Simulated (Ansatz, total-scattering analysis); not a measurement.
**As2Se3: neutron weights and totals by hand**

A simulated model of As2Se3 at 800 K, fixed volume (mean pressure 1.1 GPa), from ab initio molecular dynamics with Ansatz (PBE, plane waves, PAW set soft_1, Langevin thermostat, no spin, fixed volume). The average runs over 1.79 ps of 119 atoms, so shells between rare elements are rough. Mean temperature 796 K, largest m.s.d. 1.64 Å², energy drift -13 meV an atom (last third less first, no steady trend), Langevin friction 10 ps⁻¹; the first quarter of the run is discarded. Preparation: a classical melt of B48O71 with the elements renamed and the cell rescaled, then 1.0 ps at 1240 K with a cheaper basis and a friction of 10 ps⁻¹ (mean temperature of the first stage 1343 K), too short to forget the start in full. So short a stretch relaxes bonds and nearest shells but still remembers its start. It is a liquid as far as so short a run tells. Its As–As bonds (1.2 per As) come largely from the quick preparation; the real material is better ordered chemically. Atom fractions As 0.4034, Se 0.5966; masses As 74.922, Se 78.971 u; density 4.2000 g/cm³; coherent lengths As 6.58, Se 7.97 fm. Faber–Ziman partials at a few Q:

| Q (Å⁻¹) | S As–Se | S Se–Se | S As–As |
| --- | --- | --- | --- |
| 1.40 | 0.508 | 0.689 | 0.300 |
| 2.50 | 1.176 | 1.164 | 1.288 |
| 3.60 | 1.287 | 1.194 | 1.216 |

The pair function g(SeSe), r in Å, every 0.06 Å up to its first minimum: 2.13 0.02, 2.19 0.13, 2.25 0.60, 2.31 1.13, 2.37 1.65, 2.43 1.38, 2.49 1.11, 2.55 0.78, 2.61 0.45, 2.67 0.46, 2.73 0.41, 2.79 0.33.

**Tasks.** (a) The number density. (b) The neutron weights. (c) The neutron S(Q) at the listed Q. (d) The Bhatia–Thornton terms S_NN and S_CC there. (e) The number of Se around Se.

(a) The mean mass is 0.4034×74.922 + 0.5966×78.971 = 77.337 u, so ρ₀ = 4.2000/(77.337 × 1.66054) = 0.03270 Å⁻³.

(b) ⟨b⟩ = 0.4034×6.58 + 0.5966×7.97 = 7.409 fm. The weight of a pair is ci cj bi bj (2 − δij)/⟨b⟩²: As–Se 0.460, Se–Se 0.412, As–As 0.128; they sum to 1.000.

(c) S = 1 + Σ w (Sij − 1). At 1.40 Å⁻¹: 1 − 0.226 − 0.128 − 0.090 = 0.556; As–Se pulls down most. At 2.50 Å⁻¹: 1 + 0.081 + 0.068 + 0.037 = 1.186; As–Se pushes up most. At 3.60 Å⁻¹: 1 + 0.132 + 0.080 + 0.028 = 1.240; As–Se pushes up most.

(d) S_NN = c₁²S₁₁ + c₂²S₂₂ + 2c₁c₂S₁₂ and S_CC = c₁c₂[1 + c₁c₂(S₁₁ + S₂₂ − 2S₁₂)], with 1 = As: 1.40 Å⁻¹: S_NN = 0.54, S_CC/(c₁c₂) = 0.99; 2.50 Å⁻¹: S_NN = 1.19, S_CC/(c₁c₂) = 1.02; 3.60 Å⁻¹: S_NN = 1.24, S_CC/(c₁c₂) = 0.96. A random mixture has S_CC/(c₁c₂) = 1; a value well above it means concentration waves of period 2π/Q: alternation near the main peak or below it, clustering toward Q = 0.

(e) n = 4πρ₀ c(Se) Σ r² g Δr. The sum Σ r² g over the listed points is 51.0 Å², so n = 4π × 0.03270 × 0.5966 × 51.0 × 0.06 = 0.75; counting pairs in the frames up to 2.80 Å gives 0.73; the coarse grid and the factor (N − 1)/N for like atoms account for the difference.
